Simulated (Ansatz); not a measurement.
# Sn2Te2AuSI, from a guessed structure to a relaxed one

Starting from a made-up structure for Sn2Te2AuSI, the aim is the relaxed cell, its shortest contacts and, where a second run follows, its electronic structure.

Program: Ansatz 0.2.0. Level of theory: DFT, PBEsol, plane-wave PAW, files of the set soft_1, scalar-relativistic, no spin, cell and ions relaxed at zero pressure; PAW set soft_1, in the first sound run; inputs show where later runs differ. Results are calculated unless marked as measured.

### Step 1. Starting point

The structure is monoclinic, space group Cm (No. 8). Conventional cell: a = 15.237 Å, b = 4.471 Å, c = 8.108 Å, α = 90.00°, β = 97.70°, γ = 90.00°. Nearest to Au lie 3 Te at 2.81 Å and 1 I at 2.93 Å. I has 1 Sn at 2.74 Å and 1 Au at 2.93 Å nearest. Nearest to Te lie 2 Au at 2.81 Å and 2 Sn at 2.83 to 2.97 Å. Nearest to Te lie 1 Au at 2.81 Å and 2 Sn at 2.82 Å. Sn has 3 Te at 2.82 to 2.83 Å and 1 S at 2.96 Å nearest. Sn has 1 I at 2.74 Å and 2 S at 2.86 Å and 1 Te at 2.97 Å nearest. Farther neighbours and most contacts between anions are not listed.

### Step 2. Relaxing cell and atoms

The guess takes its coordinates from another compound and its volume from a rule, so the cell and any free coordinates are relaxed together.

input.yaml reads:

```yaml
crystal:
  lattice:
    - [7.6185, -2.2355, 0.0]
    - [7.6185, 2.2355, 0.0]
    - [-1.086359991, 0.0, 8.034891783]
  atoms:
    - { symbol: Au, position: [0.6883, 0.6883, 0.5487] }
    - { symbol: I, position: [0.4943, 0.4943, 0.5019] }
    - { symbol: Te, position: [0.2439, 0.2439, 0.7452] }
    - { symbol: Te, position: [0.7621, 0.7621, 0.2496] }
    - { symbol: Sn, position: [0.1902, 0.1902, 0.0659] }
    - { symbol: Sn, position: [0.4402, 0.4402, 0.8107] }
    - { symbol: S, position: [0.9943, 0.9943, 0.0191] }
kpoints:
  mp_grid: { grid: [6, 6, 4] }
scf:
  occupations: { method: fermi_dirac, width: 0.05 }
hamiltonian:
  xc: pbesol
  pseudopotentials: { kind: paw, azcp: { folder: soft_1 }, xc_functional: pbe }
relax:
  f_tol: 0.015
  max_steps: 70
  cell: {}
output:
  forces: true
  stress: true
```

On the command line:

```console
$ ansatz run input.yaml --threads 4 --pin off --max-ram 10240MiB --backend cpu --events-out ev --progress --plain --runs-dir out
```

Numbers of over 12 decimals in the logs are rounded to 6 here.

The program printed:

```text
Engine: ansatz 0.2.0, aarch64-unknown-linux-gnu
Pseudopotentials: kind: paw
Pseudopotential: Au, paw, valence charge 19, recommended cutoff 420 eV (normal), soft_1/Au.paw.azcp
Pseudopotential: I, paw, valence charge 17, recommended cutoff 420 eV (normal), soft_1/I.paw.azcp
Pseudopotential: Te, paw, valence charge 16, recommended cutoff 420 eV (normal), soft_1/Te.paw.azcp
Pseudopotential: Sn, paw, valence charge 14, recommended cutoff 420 eV (normal), soft_1/Sn.paw.azcp
Pseudopotential: S, paw, valence charge 6, recommended cutoff 420 eV (normal), soft_1/S.paw.azcp
Functional definition: PBEsol
  exchange = pbesol_x
  correlation = pbesol_c
Crystal: 7 atoms, lattice volume = 273.687 Å³
Basis set: ecut = 420 eV, 5375 PW (Γ), exchange–correlation on 108×108×120 points (8 copies of the dense FFT grid, shifted against one another)
Bands: 62, of which v1, the nominal top of the filled ones, is band 51 counted from 1 (50 counted from 0)
Symmetry: 2 space group operations
Space group: Cm (ITA 8), of the structure as read, at distance tolerance 6.5e-5 Å
k-points: 47 of 144 (time reversal used)
Non-local potential: Au, projectors of the file, l = 0: 3, l = 1: 2, l = 2: 2, l = 3: 1
Non-local potential: I, projectors of the file, l = 0: 2, l = 1: 2, l = 2: 2, l = 3: 1
Non-local potential: Te, projectors of the file, l = 0: 2, l = 1: 2, l = 2: 2, l = 3: 1
Non-local potential: Sn, projectors of the file, l = 0: 2, l = 1: 2, l = 2: 2, l = 3: 1
Non-local potential: S, projectors of the file, l = 0: 2, l = 1: 2, l = 2: 1
PAW form: soft (Blöchl's): semilocal exchange-correlation on the pseudo side does not see the compensation charge
PAW frozen core: Au, regenerated for the run's functional, and the local potential with it (the file was generated under x = pbe(κ = 0.804, μ = 0.219515), c = pbe(β = 0.066725))
PAW frozen core: I, regenerated for the run's functional, and the local potential with it (the file was generated under x = pbe(κ = 0.804, μ = 0.219515), c = pbe(β = 0.066725))
PAW frozen core: Te, regenerated for the run's functional, and the local potential with it (the file was generated under x = pbe(κ = 0.804, μ = 0.219515), c = pbe(β = 0.066725))
PAW frozen core: Sn, regenerated for the run's functional, and the local potential with it (the file was generated under x = pbe(κ = 0.804, μ = 0.219515), c = pbe(β = 0.066725))
PAW frozen core: S, regenerated for the run's functional, and the local potential with it (the file was generated under x = pbe(κ = 0.804, μ = 0.219515), c = pbe(β = 0.066725))
PAW one-centre angular grid: Au, 590 points (default); XC on 64 Gauss nodes
PAW one-centre angular grid: I, 590 points (default); XC on 64 Gauss nodes
PAW one-centre angular grid: Te, 590 points (default); XC on 64 Gauss nodes
PAW one-centre angular grid: Sn, 590 points (default); XC on 64 Gauss nodes
PAW one-centre angular grid: S, 110 points (default); XC on 64 Gauss nodes
Initial density: superposition of atomic densities (chi_scale 0.1, normalization cell, long waves kept (reshape's long-wave potential 0.33 eV rms))
Initial wavefunctions: pseudopotential atomic-orbital guess
Functional: x = pbesol(κ = 0.804, μ = 0.123457), c = pbesol(β = 0.046)
SCF iter   1: F=—  HF=-47036.413062 eV  |F-HF|=—  |Δ(HF+E_count)|=         —  Δρ=9.33e-2  dr2=8.26e1  ethr=3.10e-3  ⟨swp⟩=9.3  Hψ=13415  notcnv=0  defer=29
preconditioner: auto → LDOS  [metal: Δε(μ)=0.005 eV  Ē_g=7.423 eV  σ=0.050 eV  W_gap=0.03  n_scr=54 (ndim 8)  ℏωp=14.9 eV  f_vac=0.133  D(μ)=9.58/eV (n_scr^D=72)  β→1.0]
SCF iter   2: F=—  HF=-47030.221450 eV  |F-HF|=—  |Δ(HF+E_count)|=    6.19e0  Δρ=3.80e-2  dr2=9.42e0  ethr=3.10e-3  ⟨swp⟩=4.2  Hψ=6682  notcnv=0  defer=133
SCF iter   3: F=—  HF=-47029.769114 eV  |F-HF|=—  |Δ(HF+E_count)|=   4.52e-1  Δρ=3.39e-2  dr2=6.48e0  ethr=3.10e-3  ⟨swp⟩=3.9  Hψ=6614  notcnv=0  defer=138
SCF iter   4: F=—  HF=-47028.864295 eV  |F-HF|=—  |Δ(HF+E_count)|=   9.05e-1  Δρ=1.24e-2  dr2=1.21e0  ethr=3.10e-3  ⟨swp⟩=3.3  Hψ=5826  notcnv=0  defer=138
SCF iter   5: F=—  HF=-47028.695615 eV  |F-HF|=—  |Δ(HF+E_count)|=   1.69e-1  Δρ=6.83e-3  dr2=3.29e-1  ethr=1.19e-3  ⟨swp⟩=3.1  Hψ=4074  notcnv=0  defer=132
SCF iter   6: F=—  HF=-47028.634587 eV  |F-HF|=—  |Δ(HF+E_count)|=   6.10e-2  Δρ=2.04e-3  dr2=1.99e-2  ethr=3.23e-4  ⟨swp⟩=3.3  Hψ=4290  notcnv=0  defer=132
SCF iter   7: F=—  HF=-47028.630141 eV  |F-HF|=—  |Δ(HF+E_count)|=   4.45e-3  Δρ=7.66e-4  dr2=5.58e-3  ethr=1.95e-5  ⟨swp⟩=2.1  Hψ=5708  notcnv=0  defer=131
SCF iter   8: F=—  HF=-47028.629173 eV  |F-HF|=—  |Δ(HF+E_count)|=   9.69e-4  Δρ=4.05e-4  dr2=8.60e-4  ethr=5.47e-6  ⟨swp⟩=2.0  Hψ=3546  notcnv=0  defer=131
SCF iter   9: F=—  HF=-47028.629002 eV  |F-HF|=—  |Δ(HF+E_count)|=   1.71e-4  Δρ=1.56e-4  dr2=2.17e-4  ethr=8.43e-7  ⟨swp⟩=2.0  Hψ=3596  notcnv=0  defer=131
SCF iter  10: F=—  HF=-47028.628982 eV  |F-HF|=—  |Δ(HF+E_count)|=   2.02e-5  Δρ=5.29e-5  dr2=2.12e-5  ethr=2.13e-7  ⟨swp⟩=2.0  Hψ=3496  notcnv=0  defer=131
SCF iter  11: F=—  HF=-47028.629038 eV  |F-HF|=—  |Δ(HF+E_count)|=   5.66e-5  Δρ=1.82e-5  dr2=3.20e-6  ethr=2.08e-8  ⟨swp⟩=2.0  Hψ=4618  notcnv=0  defer=131
SCF iter  12: F=—  HF=-47028.629038 eV  |F-HF|=—  |Δ(HF+E_count)|=   3.83e-7  Δρ=7.19e-6  dr2=3.76e-7  ethr=3.14e-9  ⟨swp⟩=2.0  Hψ=3867  notcnv=0  defer=131
SCF iter  13: F=-47028.629038 eV  HF=-47028.629038 eV  |F-HF|=1.98e-8  |Δ(HF+E_count)|=   7.73e-8  Δρ=2.50e-6  dr2=3.13e-8  ethr=9.80e-11  ⟨swp⟩=5.9  Hψ=11005  notcnv=0
SCF 1 converged in 13 iterations: F = -47028.629038 eV  dr2 = 3.13e-8
  greatest PAW one-centre occupation: 1.000 electrons in one spin orbital (limit 2), on the Au atom at site 0 (counted from 0), in its partial waves of l = 0
relax step   1: F+E_penalty+E_count = -47028.62903766 eV  Δ(F+E_penalty+E_count) = +0.000e0 eV  max|allowed force component| = 1.849e0 eV/Å  Δτ_max = 0.0000 Å  P = -2.033 GPa  Ω = 273.687 Å³  (13 SCF iters, dr2 threshold 1.00e-7 eV, accepted)
Crystal: 7 atoms, lattice volume = 262.353 Å³
Basis set: ecut = 420 eV, 5129 PW (Γ), exchange–correlation on 108×108×120 points (8 copies of the dense FFT grid, shifted against one another)
Initial density: handed on by an earlier stage of this run
Initial wavefunctions: those handed on with the density
iter 1 solved again at ethr=1.36e-4 eV; its pass at ethr=3.10e-3 eV (dr2=1.39e-1 eV) is discarded
SCF iter   1: F=—  HF=-47029.385809 eV  |F-HF|=—  |Δ(HF+E_count)|=         —  Δρ=6.95e-3  dr2=1.50e-1  ethr=1.36e-4  ⟨swp⟩=3.8  Hψ=15105  notcnv=0
[...]
relax step  10: F+E_penalty+E_count = -47029.86385920 eV  Δ(F+E_penalty+E_count) = -3.422e-2 eV  max|allowed force component| = 1.939e-1 eV/Å  Δτ_max = 0.1850 Å  P = +0.214 GPa  Ω = 243.088 Å³  energy of the carried Pulay correction = +3.312e-3 eV  (9 SCF iters, dr2 threshold 7.00e-7 eV, accepted)
relax step  11: F+E_penalty+E_count = -47029.88151205 eV  Δ(F+E_penalty+E_count) = -1.765e-2 eV  max|allowed force component| = 8.263e-2 eV/Å  Δτ_max = 0.0502 Å  P = +0.157 GPa  Ω = 241.836 Å³  energy of the carried Pulay correction = +3.456e-3 eV  (6 SCF iters, dr2 threshold 7.00e-7 eV, accepted)
relax step  12: F+E_penalty+E_count = -47029.89785758 eV  Δ(F+E_penalty+E_count) = -1.635e-2 eV  max|allowed force component| = 1.380e-1 eV/Å  Δτ_max = 0.1081 Å  P = +0.110 GPa  Ω = 242.330 Å³  energy of the carried Pulay correction = +3.399e-3 eV  (7 SCF iters, dr2 threshold 6.23e-7 eV, accepted)
relax step  13: F+E_penalty+E_count = -47029.90562447 eV  Δ(F+E_penalty+E_count) = -7.767e-3 eV  max|allowed force component| = 5.967e-2 eV/Å  Δτ_max = 0.0404 Å  P = -0.057 GPa  Ω = 242.862 Å³  energy of the carried Pulay correction = +3.338e-3 eV  (6 SCF iters, dr2 threshold 7.00e-7 eV, accepted)
relax step  14: F+E_penalty+E_count = -47029.90857776 eV  Δ(F+E_penalty+E_count) = -2.953e-3 eV  max|allowed force component| = 6.942e-2 eV/Å  Δτ_max = 0.0452 Å  P = -0.041 GPa  Ω = 244.797 Å³  energy of the carried Pulay correction = +3.117e-3 eV  (7 SCF iters, dr2 threshold 2.23e-7 eV, accepted)
relax step  15: F+E_penalty+E_count = -47029.90958053 eV  Δ(F+E_penalty+E_count) = -1.003e-3 eV  max|allowed force component| = 3.132e-2 eV/Å  Δτ_max = 0.0150 Å  P = +0.031 GPa  Ω = 245.104 Å³  energy of the carried Pulay correction = +3.082e-3 eV  (6 SCF iters, dr2 threshold 3.01e-7 eV, accepted)
relax step  16: F+E_penalty+E_count = -47029.90985533 eV  Δ(F+E_penalty+E_count) = -2.748e-4 eV  max|allowed force component| = 2.376e-2 eV/Å  Δτ_max = 0.0210 Å  P = -0.011 GPa  Ω = 245.533 Å³  energy of the carried Pulay correction = +3.033e-3 eV  (6 SCF iters, dr2 threshold 6.13e-8 eV, accepted)
relax step  17: F+E_penalty+E_count = -47029.91009769 eV  Δ(F+E_penalty+E_count) = -2.424e-4 eV  max|allowed force component| = 7.429e-3 eV/Å  Δτ_max = 0.0135 Å  P = -0.011 GPa  Ω = 245.651 Å³  energy of the carried Pulay correction = +3.020e-3 eV  (6 SCF iters, dr2 threshold 3.53e-8 eV, accepted)
Basis set: ecut = 420 eV, 4795 PW (Γ), exchange–correlation on 108×108×100 points (8 copies of the dense FFT grid, shifted against one another)
Initial wavefunctions: pseudopotential atomic-orbital guess (no wavefunctions were taken with the density)
iter 1 solved again at ethr=7.00e-7 eV; its pass at ethr=3.10e-3 eV (dr2=7.14e-4 eV) is discarded
SCF iter   1: F=—  HF=-47029.898430 eV  |F-HF|=—  |Δ(HF+E_count)|=         —  Δρ=4.94e-4  dr2=2.83e-5  ethr=7.00e-7  ⟨swp⟩=4.0  Hψ=22603  notcnv=0
preconditioner: auto → LDOS  [metal: Δε(μ)=0.030 eV  Ē_g=8.488 eV  σ=0.050 eV  W_gap=0.15  n_scr=54 (ndim 8)  ℏωp=15.7 eV  f_vac=0.141  D(μ)=1.03/eV (n_scr^D=4)  β→1.0]
SCF iter   2: F=—  HF=-47029.908802 eV  |F-HF|=—  |Δ(HF+E_count)|=   1.04e-2  Δρ=5.10e-5  dr2=2.76e-5  ethr=2.77e-8  ⟨swp⟩=4.0  Hψ=7125  notcnv=0
SCF iter   3: F=—  HF=-47029.908754 eV  |F-HF|=—  |Δ(HF+E_count)|=   4.81e-5  Δρ=4.11e-5  dr2=4.65e-6  ethr=2.70e-8  ⟨swp⟩=2.0  Hψ=5048  notcnv=0
SCF iter   4: F=—  HF=-47029.908731 eV  |F-HF|=—  |Δ(HF+E_count)|=   2.30e-5  Δρ=2.01e-5  dr2=1.77e-6  ethr=4.56e-9  ⟨swp⟩=2.0  Hψ=5138  notcnv=0
SCF iter   5: F=—  HF=-47029.908741 eV  |F-HF|=—  |Δ(HF+E_count)|=   9.73e-6  Δρ=9.12e-6  dr2=3.54e-7  ethr=1.73e-9  ⟨swp⟩=2.0  Hψ=3700  notcnv=0
SCF iter   6: F=—  HF=-47029.908742 eV  |F-HF|=—  |Δ(HF+E_count)|=   1.20e-6  Δρ=2.47e-6  dr2=2.04e-8  ethr=3.47e-10  ⟨swp⟩=2.0  Hψ=5230  notcnv=0
SCF iter   7: F=—  HF=-47029.908742 eV  |F-HF|=—  |Δ(HF+E_count)|=   1.04e-7  Δρ=6.91e-7  dr2=2.02e-9  ethr=2.00e-11  ⟨swp⟩=2.4  Hψ=5010  notcnv=0
SCF iter   8: F=—  HF=-47029.908742 eV  |F-HF|=—  |Δ(HF+E_count)|=   6.26e-9  Δρ=2.18e-7  dr2=1.01e-10  ethr=1.98e-12  ⟨swp⟩=2.5  Hψ=4820  notcnv=0
SCF iter   9: F=-47029.908742 eV  HF=-47029.908742 eV  |F-HF|=1.46e-11  |Δ(HF+E_count)|=  6.40e-10  Δρ=7.50e-8  dr2=1.51e-11  ethr=1.00e-12  ⟨swp⟩=5.0  Hψ=10814  notcnv=0
SCF 18 converged in 9 iterations: F = -47029.908742 eV  dr2 = 1.51e-11
relax step  18: F+E_penalty+E_count = -47029.90874224 eV  Δ(F+E_penalty+E_count) = +1.355e-3 eV  max|allowed force component| = 7.522e-3 eV/Å  Δτ_max = 0.0000 Å  P = -0.014 GPa  Ω = 245.651 Å³  stress off target by 3.57e-2 GPa  SCF on the basis re-selected at this cell (its energy is not comparable with the rows above)  (9 SCF iters)
basis re-selected at this cell: Δ(F+E_penalty+E_count) = +1.355e-3 eV, ΔP = -0.003 GPa vs the last step (what re-selecting the basis moved, of the pressure what is left beyond the Pulay correction that the steps carried, after the strain that the cell walked since its last selection, with what the two solves' SCF thresholds leave and, on support functions, any second-order correction that the steps lacked; it is no measure of the basis error at this ecutwfc). The dense FFT grid was sized anew with the basis: this SCF ran on 54×54×50 points, the steps before it on 54×54×60, so part of this shift can come from that change (see relax.cell in the input reference). [rest of the remark cut]
SCF converged after 9 iterations
Free energy (F): -47029.908742 eV
Harris-Foulkes:  -47029.908742 eV  (|F-HF|=1.46e-11)
Internal energy: -47029.900287 eV  (E = F + TS)
E sigma→0 (E₀):  -47029.904515 eV
Entropy (-TS):   -0.008455 eV (-1.208 meV/atom)
Fermi energy:    6.941871 eV
--- Per-component energies (eV) ---
  E_band       = -1706.102319
  E_kinetic    = 1520.950023
  E_local      = -13022.321594  (includes V_loc(G=0)·N_el)
  E_nonlocal   = 684.003980
  E_hartree    = 6050.605734
  E_xc         = -899.123290
  E_vxc        = -815.366239  (∫ρ·V_xc dr)
  E_paw        = -32664.392294  (= ΣΔE_a)
  E_vpaw       = -2174.579804  (= ΣTr[D̂ρ^β])
  E_aug_tail   = -0.000146  (compensation charges beyond the density's cutoff)
  E_ewald      = -8701.725614
  E_core_change = 2.102914  (= ΣΔE_core)
  E_smearing   = -0.008455  (= −TS)
  E_closure    = 0.000000  (closes the sum)
  Σ components = -47029.908742   (vs F -47029.908742, Δ=0.00e0)
--- Forces (eV/Å), atoms counted from 1 ---
  atom   1  Au     0.00160594     0.00000000    -0.00401708
  atom   2  I      0.00657145     0.00000000    -0.00289337
  atom   3  Te    -0.00083873    -0.00000000     0.00144702
  atom   4  Te    -0.00044175    -0.00000000     0.00197984
  atom   5  Sn     0.00234372     0.00000000     0.00105139
  atom   6  Sn    -0.00752171     0.00000000    -0.00076221
  atom   7  S     -0.00171905    -0.00000000     0.00319710
  max |Σ_I F_I| component: 2.70e-6 eV/Å
--- Stress (GPa, compression-positive) ---
       -0.021714       0.000000       0.010719
        0.000000       0.005900      -0.000000
        0.010719      -0.000000      -0.027457
  P = ⅓ Tr σ = -0.0144 GPa (-0.144 kbar)
--- Relaxed structure (17 steps of the walk, 17 accepted, 1 SCFs on fresh bases) ---
  F+E_penalty+E_count = -47029.90874224 eV   max|allowed force component| = 7.522e-3 eV/Å   (the final SCF, on the basis selected at the relaxed cell)
  cell:  # Å, volume = 245.6507 Å³
    - [7.589620, -2.176776, 0.888212]
    - [7.589620, 2.176776, 0.888212]
    - [-0.145485, 2.0562802480679543e-16, 7.417514]
  atoms:
    - { symbol: Au, position: [0.686649, 0.686649, 0.545499] }
    - { symbol: I, position: [0.506344, 0.506344, 0.566029] }
    - { symbol: Te, position: [0.264454, 0.264454, 0.660746] }
    - { symbol: Te, position: [0.744223, 0.744223, 0.182637] }
    - { symbol: Sn, position: [0.172188, 0.172188, -0.00175037] }
    - { symbol: Sn, position: [0.426966, 0.426966, 0.937298] }
    - { symbol: S, position: [1.012476, 1.012476, 0.050641] }
```

Wall time 4.5 min (4 threads of Arm Neoverse V2, shared host); peak memory 1.1 GiB; 18 min of CPU time.

Step by step:

| step | energy less that of the first step (eV) | largest force component (eV/Å) | pressure (GPa) | volume (Å³) |
| --- | --- | --- | --- | --- |
| 1 | 0.0000 | 1.8488 | -2.03 | 273.69 |
| 2 | -0.7198 | 0.6821 | -1.10 | 262.35 |
| 3 | -0.8584 | 0.4228 | 0.63 | 253.92 |
| 4 | -0.9361 | 0.2774 | 0.49 | 254.17 |
| 5 | -1.0041 | 0.4643 | -0.50 | 253.45 |
| 6 | -1.0436 | 0.3500 | -0.19 | 251.04 |
| 7 | -1.1007 | 0.1998 | -0.14 | 250.21 |
| 8 | -1.1583 | 0.1528 | -0.30 | 249.18 |
| 9 | -1.2006 | 0.1496 | -0.23 | 247.01 |
| 10 | -1.2348 | 0.1939 | 0.21 | 243.09 |
| 11 | -1.2525 | 0.0826 | 0.16 | 241.84 |
| 12 | -1.2688 | 0.1380 | 0.11 | 242.33 |
| 13 | -1.2766 | 0.0597 | -0.06 | 242.86 |
| 14 | -1.2795 | 0.0694 | -0.04 | 244.80 |
| 15 | -1.2805 | 0.0313 | 0.03 | 245.10 |
| 16 | -1.2808 | 0.0238 | -0.01 | 245.53 |
| 17 | -1.2811 | 0.0074 | -0.01 | 245.65 |
| 18* | -1.2797 | 0.0075 | -0.01 | 245.65 |

Relaxation steps marked * repeat the geometry before them on a plane-wave basis chosen anew for their cell, so energy and pressure can jump there.

Forces are held to the 2 operations that the run works with; a distortion that breaks them can't arise in this run.

| cell as run | before | after | change |
| --- | --- | --- | --- |
| a (Å) | 7.940 | 7.945 | +0.1 % |
| b (Å) | 7.940 | 7.945 | +0.1 % |
| c (Å) | 8.108 | 7.419 | -8.5 % |
| α (°) | 97.39 | 84.66 | -13.1 % |
| β (°) | 97.39 | 84.66 | -13.1 % |
| γ (°) | 32.71 | 31.80 | -2.8 % |
| volume (Å³/atom) | 39.10 | 35.09 | -10.2 % |

The atoms that moved most (Å, as changes of fractional coordinates times the final cell):

| atom | dx | dy | dz | length |
| --- | --- | --- | --- | --- |
| Sn6 | -0.219 | 0.000 | 0.916 | 0.941 |
| Te3 | 0.324 | 0.000 | -0.590 | 0.673 |
| Sn5 | -0.264 | 0.000 | -0.534 | 0.595 |
| Te4 | -0.262 | 0.000 | -0.528 | 0.590 |
| I2 | 0.173 | 0.000 | 0.497 | 0.526 |
| S7 | 0.271 | 0.000 | 0.266 | 0.380 |
| Au1 | -0.025 | 0.000 | -0.027 | 0.036 |

This step gave:

```yaml
free_energy: -47029.9087 eV
energy_at_zero_smearing: -47029.9045 eV
smearing_term_ts: 0.008455 eV
fermi_energy: 6.942 eV
electrons: 102
symmetry_operations: 2
pressure: -0.01442 GPa
```

The shortest distance of each pair, which need not be the same contact before and after:

| pair | guess (Å) | relaxed (Å) |
| --- | --- | --- |
| S–Sn | 2.856 | 2.434 |
| Au–Te | 2.806 | 2.661 |
| Au–I | 2.929 | 2.745 |
| Sn–Te | 2.825 | 2.752 |
| I–Sn | 2.739 | 2.900 |

The relaxation ends with a largest force component of 0.0075 eV/Å and a pressure of -0.01 GPa.

[end of part 1 of 2]

[Logs are printed without paths, hosts, clocks, repeated set-up lines and the standing remarks that a program may print on its own settings, such as how far it seeks lower states.]

[Hosts, paths, dates, database ids (printed as entryN), source tags and the programs' standing remarks are cut or masked in the printed files.]
